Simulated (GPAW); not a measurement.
Two runs for the O K edge of atom 3 in BaTiO3 (Pm-3m). Run A: GPAW, PBE + U (Ti 4 eV), full core hole (charged cell), 20-atom cell with 6.9 Å between holes, 3×3×3 k points, dipole transitions, Gaussian full width 0.9 eV up to 4 eV, rising linearly to 3.5 eV at 25 eV. Run B differs in one choice.

Energy from the lowest empty level; intensity scaled to a mean of 1 over the first 20 eV:

| E (eV) | A | B |
| --- | --- | --- |
| -2.0 | 0.00 | 0.00 |
| -1.5 | 0.00 | 0.00 |
| -1.0 | 0.00 | 0.00 |
| -0.5 | 0.01 | 0.01 |
| 0.0 | 0.11 | 0.16 |
| 0.5 | 0.48 | 0.69 |
| 1.0 | 1.11 | 1.20 |
| 1.5 | 1.33 | 0.96 |
| 2.0 | 0.97 | 0.86 |
| 2.5 | 0.82 | 0.95 |
| 3.0 | 0.67 | 1.14 |
| 3.5 | 0.93 | 1.29 |
| 4.0 | 1.10 | 1.19 |
| 4.5 | 1.38 | 0.90 |
| 5.0 | 1.48 | 0.71 |
| 5.5 | 1.43 | 0.88 |
| 6.0 | 1.50 | 1.17 |
| 6.5 | 1.49 | 1.56 |
| 7.0 | 1.22 | 1.60 |
| 7.5 | 0.75 | 1.06 |
| 8.0 | 0.43 | 0.57 |
| 8.5 | 0.34 | 0.43 |
| 9.0 | 0.34 | 0.40 |
| 9.5 | 0.44 | 0.41 |
| 10.0 | 0.77 | 0.48 |
| 10.5 | 1.26 | 0.65 |
| 11.0 | 1.64 | 0.95 |
| 11.5 | 1.72 | 1.27 |
| 12.0 | 1.54 | 1.54 |
| 12.5 | 1.29 | 1.68 |
| 13.0 | 1.14 | 1.69 |
| 13.5 | 1.13 | 1.60 |
| 14.0 | 1.16 | 1.47 |
| 14.5 | 1.15 | 1.34 |
| 15.0 | 1.07 | 1.21 |
| 15.5 | 0.97 | 1.07 |
| 16.0 | 0.90 | 0.96 |
| 16.5 | 0.90 | 0.90 |
| 17.0 | 0.93 | 0.87 |
| 17.5 | 0.94 | 0.86 |
| 18.0 | 0.88 | 0.84 |
| 18.5 | 0.78 | 0.79 |
| 19.0 | 0.65 | 0.71 |
| 19.5 | 0.54 | 0.63 |
| 20.0 | 0.45 | 0.55 |
| 20.5 | 0.40 | 0.48 |
| 21.0 | 0.38 | 0.45 |
| 21.5 | 0.39 | 0.43 |
| 22.0 | 0.41 | 0.44 |
| 22.5 | 0.42 | 0.45 |
| 23.0 | 0.44 | 0.46 |
| 23.5 | 0.46 | 0.46 |
| 24.0 | 0.49 | 0.47 |
| 24.5 | 0.51 | 0.48 |
| 25.0 | 0.54 | 0.49 |
| 25.5 | 0.56 | 0.52 |
| 26.0 | 0.60 | 0.55 |
| 26.5 | 0.63 | 0.59 |
| 27.0 | 0.67 | 0.64 |
| 27.5 | 0.73 | 0.71 |
| 28.0 | 0.79 | 0.78 |
| 28.5 | 0.85 | 0.85 |
| 29.0 | 0.93 | 0.92 |
| 29.5 | 1.00 | 0.98 |
| 30.0 | 1.07 | 1.03 |
| 30.5 | 1.13 | 1.07 |
| 31.0 | 1.18 | 1.10 |
| 31.5 | 1.22 | 1.13 |
| 32.0 | 1.25 | 1.15 |

What was changed?
a) the broadening
b) the plane-wave cutoff
c) the volume of the cell
d) the size of the supercell

(d): run B changes the supercell atoms from 20 to 5, and the k mesh follows the cell. The scaled spectrum changes by 30 % r.m.s. The highest intensity below 16 eV goes from 11.4 eV (1.73) to 12.8 eV (1.70). Other settings could leave a like mark; this is the one that was changed.

[Hosts, paths, dates, database ids (printed as entryN), source tags and the programs' standing remarks are cut or masked in the printed files.]

[Lists of maxima count a maximum above −3 eV only where it reaches 4 % of the highest in the window and stands out from its surroundings by 2 % of it (1.5 % where it reaches 55 %); shoulders and weaker maxima are passed over, and of the rest the first, up to two pre-edge ones and the few strongest are named.]
